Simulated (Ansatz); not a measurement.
# Li on Mo(110): change of the work function, part 3 of 5

How does Li on the top site change the work function of Mo(110) as the layer fills?

Ansatz 0.2.0; plane-wave DFT, PBEsol, Ansatz PAW.

So far, work function, upper face (eV): step 2 (the clean slab) 4.68; step 3 (17 atoms, coverage 0.25 ML, cell 2x2) 2.18.

**4. The covered slab, k-mesh 6×6×1, coverage 0.5 ML**

System of this step: Li/Mo(110). The cell holds 18 atoms: 16 Mo and 2 Li. Its edges and angles: a = 5.456 Å, b = 5.456 Å, c = 27.496 Å, α = 90.0°, β = 90.0°, γ = 70.5°. Vacuum lies along c.

Another coverage, to see how the dipoles act on each other as their distance changes.

Contents of input.yaml:

```yaml
crystal:
  lattice:
    - [4.4547727214, -3.15, 0.0]
    - [4.4547727214, 3.15, 0.0]
    - [0.0, 0.0, 27.4960445279]
  atoms:
    - { symbol: Mo, position: [0.0, 0.0, 0.3273198074] }
    - { symbol: Mo, position: [0.25, 0.25, 0.4083273268] }
    - { symbol: Mo, position: [0.0, 0.0, 0.4885714117] }
    - { symbol: Mo, position: [0.25, 0.25, 0.5649919759] }
    - { symbol: Mo, position: [0.0, 0.5, 0.3273198074] }
    - { symbol: Mo, position: [0.25, 0.75, 0.4083273268] }
    - { symbol: Mo, position: [0.0, 0.5, 0.4885714117] }
    - { symbol: Mo, position: [0.25, 0.75, 0.5649919759] }
    - { symbol: Mo, position: [0.5, 0.0, 0.3273198074] }
    - { symbol: Mo, position: [0.75, 0.25, 0.4083273268] }
    - { symbol: Mo, position: [0.5, 0.0, 0.4885714117] }
    - { symbol: Mo, position: [0.75, 0.25, 0.5649919759] }
    - { symbol: Mo, position: [0.5, 0.5, 0.3273198074] }
    - { symbol: Mo, position: [0.75, 0.75, 0.4083273268] }
    - { symbol: Mo, position: [0.5, 0.5, 0.4885714117] }
    - { symbol: Mo, position: [0.75, 0.75, 0.5649919759] }
    - { symbol: Li, position: [0.25, 0.25, 0.6726801926] }
    - { symbol: Li, position: [0.75, 0.75, 0.6726801926] }
kpoints:
  mp_grid: { grid: [6, 6, 1] }
hamiltonian:
  xc: pbesol
scf:
  occupations: { method: fermi_dirac, width: 0.1 }
  convergence: { dr2_threshold: 1.0e-08 }
efield:
  axis: 3
  dipole_correction: true
  ramp_position: 0.97
  ramp_width: 0.06
relax:
  f_tol: 0.02
  max_steps: 60
  constraints: [{ sites: [0, 1, 4, 5, 8, 9, 12, 13] }]
output:
  bader: true
  dos: { projected: true, e_range: [-8, 4] }
  write_potential: true
  write_density: true
  volumetric_format: npy
```

Run with:

```sh
> ansatz run input.yaml --threads 4 --pin off --max-ram 6144MiB --backend cpu --events-out ev --progress --plain --runs-dir out
```

Numbers of over 12 decimals in the logs are rounded to 6 here.

What it wrote:

```text
[...]
Crystal: 18 atoms, lattice volume = 771.678 Å³
Basis set: ecut = 420 eV, 15107 PW (Γ), exchange–correlation on 80×80×384 points (8 copies of the dense FFT grid, shifted against one another)
Bands: 138, of which v1, the nominal top of the filled ones, is band 115 counted from 1 (114 counted from 0)
Symmetry: 8 space group operations
[...]
k-points: 13 of 36
[...]
SCF iter   1: F=—  HF=-78755.270514 eV  |F-HF|=—  |Δ(HF+E_count)|=         —  Δρ=7.86e-3  dr2=1.95e1  ethr=1.77e-3  p=0.485 e·Å  D=1.14e-1 V/Å  ΔV_dip=-3.13 eV  dr2_dipole=1.42e1  V_vac-E_F(+/−)=1.99/5.11 eV  ⟨swp⟩=9.9  Hψ=9324  notcnv=0
[...]
SCF iter  12: F=-78754.899128 eV  HF=-78754.899128 eV  |F-HF|=7.13e-10  |Δ(HF+E_count)|=   6.52e-9  Δρ=3.12e-7  dr2=1.94e-9  ethr=4.35e-12  p=0.298 e·Å  D=6.99e-2 V/Å  ΔV_dip=-1.92 eV  dr2_dipole=5.29e-11  V_vac-E_F(+/−)=2.86/4.78 eV  ⟨swp⟩=10.2  Hψ=11402  notcnv=0
SCF 1 converged in 12 iterations: F = -78754.899128 eV  dr2 = 1.94e-9
[...]
relax step   1: F+E_penalty+E_count = -78754.89912780 eV  Δ(F+E_penalty+E_count) = +0.000e0 eV  max|allowed force component| = 7.645e-1 eV/Å  Δτ_max = 0.0000 Å  (12 SCF iters, accepted)
[...]
SCF iter  11: F=-78755.178064 eV  HF=-78755.178064 eV  |F-HF|=1.16e-9  |Δ(HF+E_count)|=   7.86e-9  Δρ=4.19e-7  dr2=2.52e-9  ethr=1.00e-12  p=0.321 e·Å  D=7.54e-2 V/Å  ΔV_dip=-2.07 eV  dr2_dipole=2.29e-12  V_vac-E_F(+/−)=2.69/4.77 eV  ⟨swp⟩=11.4  Hψ=12749  notcnv=0
SCF 2 converged in 11 iterations: F = -78755.178064 eV  dr2 = 2.52e-9
relax step   2: F+E_penalty+E_count = -78755.17806353 eV  Δ(F+E_penalty+E_count) = -2.789e-1 eV  max|allowed force component| = 4.306e-1 eV/Å  Δτ_max = 0.1950 Å  (11 SCF iters, accepted)
[...]
SCF iter  10: F=-78755.292266 eV  HF=-78755.292266 eV  |F-HF|=1.54e-9  |Δ(HF+E_count)|=   1.64e-8  Δρ=4.06e-7  dr2=3.33e-9  ethr=1.59e-12  p=0.344 e·Å  D=8.07e-2 V/Å  ΔV_dip=-2.22 eV  dr2_dipole=4.28e-11  V_vac-E_F(+/−)=2.54/4.76 eV  ⟨swp⟩=11.9  Hψ=12741  notcnv=0
SCF 3 converged in 10 iterations: F = -78755.292266 eV  dr2 = 3.33e-9
[...]
relax step   3: F+E_penalty+E_count = -78755.29226562 eV  Δ(F+E_penalty+E_count) = -1.142e-1 eV  max|allowed force component| = 2.623e-1 eV/Å  Δτ_max = 0.1949 Å  (10 SCF iters, accepted)
[...]
relax step   4: F+E_penalty+E_count = -78755.30412830 eV  Δ(F+E_penalty+E_count) = -1.186e-2 eV  max|allowed force component| = 9.593e-2 eV/Å  Δτ_max = 0.0918 Å  (10 SCF iters, accepted)
SCF iter   1: F=—  HF=-78755.307684 eV  |F-HF|=—  |Δ(HF+E_count)|=         —  Δρ=9.90e-4  dr2=1.88e-2  ethr=7.97e-5  p=0.345 e·Å  D=8.09e-2 V/Å  ΔV_dip=-2.22 eV  dr2_dipole=8.22e-4  V_vac-E_F(+/−)=2.54/4.76 eV  ⟨swp⟩=2.0  Hψ=3101  notcnv=0
[...]
SCF iter   9: F=-78755.306849 eV  HF=-78755.306849 eV  |F-HF|=9.46e-10  |Δ(HF+E_count)|=   3.65e-9  Δρ=5.38e-7  dr2=6.90e-9  ethr=4.35e-12  p=0.344 e·Å  D=8.06e-2 V/Å  ΔV_dip=-2.22 eV  dr2_dipole=1.44e-12  V_vac-E_F(+/−)=2.55/4.76 eV  ⟨swp⟩=12.2  Hψ=13059  notcnv=0
SCF 5 converged in 9 iterations: F = -78755.306849 eV  dr2 = 6.90e-9
relax step   5: F+E_penalty+E_count = -78755.30684929 eV  Δ(F+E_penalty+E_count) = -2.721e-3 eV  max|allowed force component| = 6.350e-3 eV/Å  Δτ_max = 0.0254 Å  (9 SCF iters, accepted)
[...]
WARN: The output density's exchange-correlation potential varies sharply where the density is thin. Do not read a vacuum level from v_tot or v_xc, or from such a field of the output density. On a cell that repeats whose density bears no net charge and no dipole along the vacuum's axis use v_es (v_loc + v_h of the components); under efield.dipole_correction with no amplitude use v_es + v_field, which holds any externa [...]
SCF converged after 9 iterations
Free energy (F): -78755.306849 eV
[...]
Internal energy: -78754.815523 eV  (E = F + TS)
E sigma→0 (E₀):  -78755.061186 eV
Entropy (-TS):   -0.491326 eV (-27.296 meV/atom)
Fermi energy:    4.677356 eV
Dipole field:    D = 0.080626 V/Å  (p = 0.343833 e·Å, saw-weighted, corrected)
Work function:   Φ+ = 2.5467 eV   Φ− = 4.7636 eV
[...]
--- Forces (eV/Å), atoms counted from 1 ---
  atom   1  Mo    -0.00000000     0.00000000     0.77856476
  atom   2  Mo     0.00000000    -0.00000000    -0.85101861
  atom   3  Mo     0.00000000    -0.00000000    -0.00130821
  atom   4  Mo    -0.00000000    -0.00000000    -0.00166032
  atom   5  Mo     0.00000000     0.00000000     0.83090410
  atom   6  Mo    -0.00000000    -0.00000000    -0.76493755
  atom   7  Mo    -0.00000000     0.00000000     0.00634997
  atom   8  Mo    -0.00000000     0.00000000     0.00073931
  atom   9  Mo     0.00000000     0.00000000     0.83090410
  atom  10  Mo    -0.00000000    -0.00000000    -0.76493755
  atom  11  Mo    -0.00000000     0.00000000     0.00634997
  atom  12  Mo     0.00000000     0.00000000     0.00073931
  atom  13  Mo    -0.00000000     0.00000000     0.77856476
  atom  14  Mo     0.00000000    -0.00000000    -0.85101861
  atom  15  Mo    -0.00000000    -0.00000000    -0.00130821
  atom  16  Mo     0.00000000    -0.00000000    -0.00166032
  atom  17  Li     0.00000000     0.00000000     0.00236321
  atom  18  Li    -0.00000000     0.00000000     0.00236321
  max |Σ_I F_I| component: 6.69e-6 eV/Å
--- Band table (eV; the first three rows and the last of 13) ---
  k-point 0: bands = [... 111 lower, 5.2164, 5.2517, 5.4595, 5.4997, 5.5107, 5.6722, 5.6996, 5.7651, ... 19 higher]
  k-point 1: bands = [... 111 lower, 4.9526, 5.0281, 5.1603, 5.1892, 5.3191, 5.3557, 5.5971, 5.6771, ... 19 higher]
  k-point 2: bands = [... 111 lower, 4.1897, 4.2822, 4.4679, 4.6594, 4.9156, 5.0433, 5.1873, 5.2262, ... 19 higher]
  k-point 12: bands = [... 111 lower, 3.9003, 3.9608, 3.9660, 3.9712, 4.0937, 4.1943, 4.2627, 4.4952, ... 19 higher]
--- Relaxed structure (5 steps of the walk, 5 accepted, 0 SCFs on fresh bases) ---
  F+E_penalty+E_count = -78755.30684929 eV   max|allowed force component| = 6.350e-3 eV/Å
  atoms:
    - { symbol: Mo, position: [0.0, 0.0, 0.3273198074] }
    - { symbol: Mo, position: [0.250000, 0.250000, 0.4083273268] }
    - { symbol: Mo, position: [0, 0, 0.488441] }
    - { symbol: Mo, position: [0.250000, 0.250000, 0.562973] }
    - { symbol: Mo, position: [8.326672684688674e-17, 0.5, 0.3273198074] }
    - { symbol: Mo, position: [0.250000, 0.75, 0.4083273268] }
    - { symbol: Mo, position: [8.326672684688674e-17, 0.5, 0.487909] }
    - { symbol: Mo, position: [0.250000, 0.75, 0.569098] }
    - { symbol: Mo, position: [0.5, 8.326672684688674e-17, 0.3273198074] }
    - { symbol: Mo, position: [0.75, 0.250000, 0.4083273268] }
    - { symbol: Mo, position: [0.5, 8.326672684688674e-17, 0.487909] }
    - { symbol: Mo, position: [0.75, 0.250000, 0.569098] }
    - { symbol: Mo, position: [0.500000, 0.500000, 0.3273198074] }
    - { symbol: Mo, position: [0.75, 0.75, 0.4083273268] }
    - { symbol: Mo, position: [0.500000, 0.500000, 0.488441] }
    - { symbol: Mo, position: [0.75, 0.75, 0.562973] }
    - { symbol: Li, position: [0.250000, 0.250000, 0.656086] }
    - { symbol: Li, position: [0.75, 0.75, 0.656086] }
--- Bader charges: 18 sites ---
  site symbol  charge [e]  shift [e]
     0     Mo     -0.0525     0.0000
     1     Mo      0.0492     0.0000
     2     Mo      0.0534     0.0000
     3     Mo     -0.6484     0.0004
     4     Mo     -0.0513     0.0000
     5     Mo      0.0455     0.0000
     6     Mo      0.0472     0.0000
     7     Mo     -0.2276     0.0000
     8     Mo     -0.0513     0.0000
     9     Mo      0.0454     0.0000
    10     Mo      0.0472     0.0000
    11     Mo     -0.2277     0.0000
    12     Mo     -0.0525     0.0000
    13     Mo      0.0492     0.0000
    14     Mo      0.0534     0.0000
    15     Mo     -0.6484     0.0004
    16     Li      0.7846     0.0004
    17     Li      0.7846     0.0004
  estimated error of the sums over rays = 9.4e-4 e
```

Elapsed: 3.9 min, on 4 threads of Intel Xeon Platinum 8259CL at 2.50GHz (Skylake/Cascade Lake), shared host; peak memory 3.3 GiB; 15 min of CPU time.

The steps of the relaxation:

```
step  energy less that of the first step (eV)  largest force component (eV/Å)
   1                                   0.0000                          0.7645
   2                                  -0.2789                          0.4306
   3                                  -0.3931                          0.2623
   4                                  -0.4050                          0.0959
   5                                  -0.4077                          0.0063
```

Forces are held to the 8 operations that the run works with; a distortion that breaks them can't arise in this run.

The atoms that moved most (Å):

```
atom     dx     dy      dz  length
Li18  0.000  0.000  -0.456   0.456
Li17  0.000  0.000  -0.456   0.456
 Mo8  0.000  0.000   0.113   0.113
Mo12  0.000  0.000   0.113   0.113
Mo16  0.000  0.000  -0.056   0.056
 Mo4  0.000  0.000  -0.056   0.056
 Mo7  0.000  0.000  -0.018   0.018
Mo11  0.000  0.000  -0.018   0.018
```

The relaxed structure:

```xyz
18
Lattice="4.4548 -3.1500 0.0000 4.4548 3.1500 0.0000 0.0000 0.0000 27.4960" Properties=species:S:1:pos:R:3
Mo    0.0000    0.0000    9.0000
Mo    2.2274    0.0000   11.2274
Mo    0.0000    0.0000   13.4302
Mo    2.2274    0.0000   15.4795
Mo    2.2274    1.5750    9.0000
Mo    4.4548    1.5750   11.2274
Mo    2.2274    1.5750   13.4156
Mo    4.4548    1.5750   15.6479
Mo    2.2274   -1.5750    9.0000
Mo    4.4548   -1.5750   11.2274
Mo    2.2274   -1.5750   13.4156
Mo    4.4548   -1.5750   15.6479
Mo    4.4548    0.0000    9.0000
Mo    6.6822    0.0000   11.2274
Mo    4.4548    0.0000   13.4302
Mo    6.6822    0.0000   15.4795
Li    2.2274    0.0000   18.0398
Li    6.6822    0.0000   18.0398
```

This step gave:

| Property | Result |
| --- | --- |
| energy at zero smearing | -78755.0612 eV |
| work function, upper face | 2.547 eV |
| work function, lower face | 4.764 eV |
| dipole along the normal | 0.3438 e·Å |
| step between the vacuum levels | -2.217 eV |

The density of states has structure finer than the step of the table below, so its rows give means over 0.25 eV, whole bins alone (the curve runs from -8 to 1.41 eV). Peaks (eV: height): -3.700: 29.2, -3.220: 29.6, -3.070: 30.3, -2.950: 27.4, -1.590: 32.4, 0.930: 28.6, 1.170: 31.0.

Density of states against energy, zero at the Fermi level; means over each step:

```
energy (eV)  density of states (states/eV a cell)
      -7.00                                     0
      -6.75                                 0.459
      -6.50                                 0.884
      -6.25                                 0.947
      -6.00                                  1.03
      -5.75                                  1.12
      -5.50                                  2.25
      -5.25                                  3.32
      -5.00                                  11.1
      -4.75                                  15.4
      -4.50                                  17.2
      -4.25                                  16.3
      -4.00                                  17.4
      -3.75                                  25.5
      -3.50                                  18.2
      -3.25                                  20.6
      -3.00                                  24.6
      -2.75                                  20.6
      -2.50                                  21.9
      -2.25                                  21.3
      -2.00                                  20.1
      -1.75                                  21.9
      -1.50                                  24.1
      -1.25                                  19.6
      -1.00                                  15.2
      -0.75                                  12.6
      -0.50                                  14.4
      -0.25                                  13.1
       0.00                                  15.6
       0.25                                  18.3
       0.50                                  19.3
       0.75                                  20.8
       1.00                                  25.4
       1.25                                  25.8
```

Projected DOS per atom over height of the atomic layer and energy from the Fermi level. Layers: Mo4 Mo4 Mo4 Mo4 Li2 from below.

Values in states/eV, 22 rows by 5 columns, each cell a mean:
```
1.37 1.57 1.48 1.45 0.54
1.43 1.15 1.07 1.25 0.34
1.42 0.86 0.74 1.18 0.35
1.06 0.55 0.54 1.14 0.29
1.26 0.51 0.51 0.96 0.23
1.20 0.51 0.60 1.20 0.19
1.70 0.97 0.97 1.55 0.20
1.54 1.05 1.10 1.49 0.19
1.45 1.17 1.04 1.69 0.28
1.44 1.34 1.13 1.39 0.06
1.01 1.75 1.83 1.25 0.02
1.18 1.32 1.25 1.17 0.02
1.15 1.34 1.30 1.23 0.03
0.54 1.42 1.52 0.67 0.02
0.42 1.34 1.44 0.54 0.02
0.13 0.36 0.40 0.17 0.01
0.05 0.14 0.14 0.05 0.00
0.03 0.10 0.10 0.03 0.00
0.02 0.08 0.08 0.03 0.00
0.00 0.01 0.01 0.00 0.00
0.00 0.00 0.00 0.00 0.00
0.00 0.00 0.00 0.00 0.00
```
Columns: height of the atomic layer (Å) from 9 to 18.0 (not evenly spaced); rows upwards: energy from the Fermi level (eV) from -7.96 to 1.34.

The relaxation took 5 steps and lowered the energy by 0.41 eV; the largest force on the free atoms ends at 0.0063 eV/Å.

The covered face has 2.55 eV, -2.14 eV against the clean one; the bare back face has moved by -0.06 eV, a measure of how thin the slab is.

**5. Adsorbate added, k-mesh 12×12×1, coverage 1 ML**

System of this step: Li/Mo(110). The cell holds 5 atoms: 4 Mo and 1 Li. Its edges and angles: a = 2.728 Å, b = 2.728 Å, c = 27.496 Å, α = 90.0°, β = 90.0°, γ = 70.5°. Vacuum lies along c.

Another coverage, to see how the dipoles act on each other as their distance changes.

input.yaml, the sections that differ from step 4:

```yaml
crystal:
  lattice:
    - [2.2273863607, -1.575, 0.0]
    - [2.2273863607, 1.575, 0.0]
    - [0.0, 0.0, 27.4960445279]
  atoms:
    - { symbol: Mo, position: [0.0, 0.0, 0.3273198074] }
    - { symbol: Mo, position: [0.5, 0.5, 0.4083273268] }
    - { symbol: Mo, position: [0.0, 0.0, 0.4885714117] }
    - { symbol: Mo, position: [0.5, 0.5, 0.5649919759] }
    - { symbol: Li, position: [0.5, 0.5, 0.6726801926] }
kpoints:
  mp_grid: { grid: [12, 12, 1] }
relax:
  f_tol: 0.02
  max_steps: 60
  constraints: [{ sites: [0, 1] }]
output:
  bader: true
  write_potential: true
  write_density: true
  volumetric_format: npy
# hamiltonian, scf, efield: as in step 4
```

What it wrote:

```text
[...]
Crystal: 5 atoms, lattice volume = 192.920 Å³
Basis set: ecut = 420 eV, 3817 PW (Γ), exchange–correlation on 40×40×384 points (8 copies of the dense FFT grid, shifted against one another)
Bands: 36, of which v1, the nominal top of the filled ones, is band 30 counted from 1 (29 counted from 0)
Symmetry: 4 space group operations
[...]
- { symbol: Mo, position: [0.500000, 0.500000, 0.565701] }
    - { symbol: Li, position: [0.500000, 0.500000, 0.661857] }
--- Bader charges: 5 sites ---
  site symbol  charge [e]  shift [e]
     0     Mo     -0.0515     0.0000
     1     Mo      0.0437     0.0000
     2     Mo      0.0454     0.0000
     3     Mo     -0.7793     0.0005
     4     Li      0.7416     0.0007
  estimated error of the sums over rays = 5.9e-4 e
[key lines of the parts left out:]
SCF converged after 8 iterations
Free energy (F): -19790.336192 eV
Fermi energy:    4.509436 eV
Dipole field:    D = 0.036056 V/Å  (p = 0.038441 e·Å, saw-weighted, corrected)
Work function:   Φ+ = 3.8114 eV   Φ− = 4.8028 eV
```

Elapsed: 46 s, on 4 threads; peak memory 0.88 GiB.

Relaxation path:

```
step  energy less that of the first step (eV)  largest force component (eV/Å)
   1                                   0.0000                          0.5595
   2                                  -0.0608                          0.2797
   3                                  -0.0720                          0.0661
   4                                  -0.0728                          0.0038
```

Forces are held to the 4 operations that the run works with; a distortion that breaks them can't arise in this run.

The atoms that moved most (Å):

```
atom     dx     dy      dz  length
 Li5  0.000  0.000  -0.298   0.298
 Mo4  0.000  0.000   0.019   0.019
 Mo3  0.000  0.000  -0.010   0.010
```

Final coordinates:

```xyz
5
Lattice="2.2274 -1.5750 0.0000 2.2274 1.5750 0.0000 0.0000 0.0000 27.4960" Properties=species:S:1:pos:R:3
Mo    0.0000    0.0000    9.0000
Mo    2.2274    0.0000   11.2274
Mo    0.0000    0.0000   13.4242
Mo    2.2274    0.0000   15.5545
Li    2.2274    0.0000   18.1985
```

The relaxation took 4 steps and lowered the energy by 0.073 eV; the largest force on the free atoms ends at 0.0038 eV/Å.

The covered face has 3.81 eV, -0.87 eV against the clean one; the bare back face has moved by -0.02 eV, a measure of how thin the slab is.

**6. Work function against coverage**

This step: plane-wave DFT, PBEsol, Ansatz PAW; work function against coverage (Ansatz 0.2.0).

The runs are now put side by side.

Numbers from this step:

| Quantity | Value |
| --- | --- |
| work function of the clean face | 4.682 eV |
| largest change of the work function | -2.505 eV |

Table of work function of the covered face by coverage:

```
coverage (adsorbates/nm²)  work function of the covered face (eV)
                     0.00                                    4.68
                     3.56                                    2.18
                     7.13                                    2.55
                    14.25                                    3.81
```

The dipole per adsorbate comes from the change of the cell's dipole. Coverage, by row:

```
coverage (1/nm²)  coverage (ML)  work function (eV)  change (eV)  dipole per adsorbate, positive end outwards (debye)  mean height of the added atoms over the highest substrate atom (Å)
           3.563           0.25               2.177       -2.505                                                1.835                                                               2.412
           7.126            0.5               2.547       -2.135                                                0.773                                                               2.392
           14.25              1               3.811      -0.8706                                                0.158                                                               2.644
```

(Continued in part 4 of 5.)

[Logs are printed without paths, hosts, clocks, repeated set-up lines and the standing remarks that a program may print on its own settings, such as how far it seeks lower states.]

[Hosts, paths, dates, database ids (printed as entryN), source tags and the programs' standing remarks are cut or masked in the printed files.]

[Maps of the electrostatic potential energy from Ansatz leave out the sawtooth potential of an applied field or a dipole correction, so their vacuum need not be flat; planar profiles and work functions include it.]
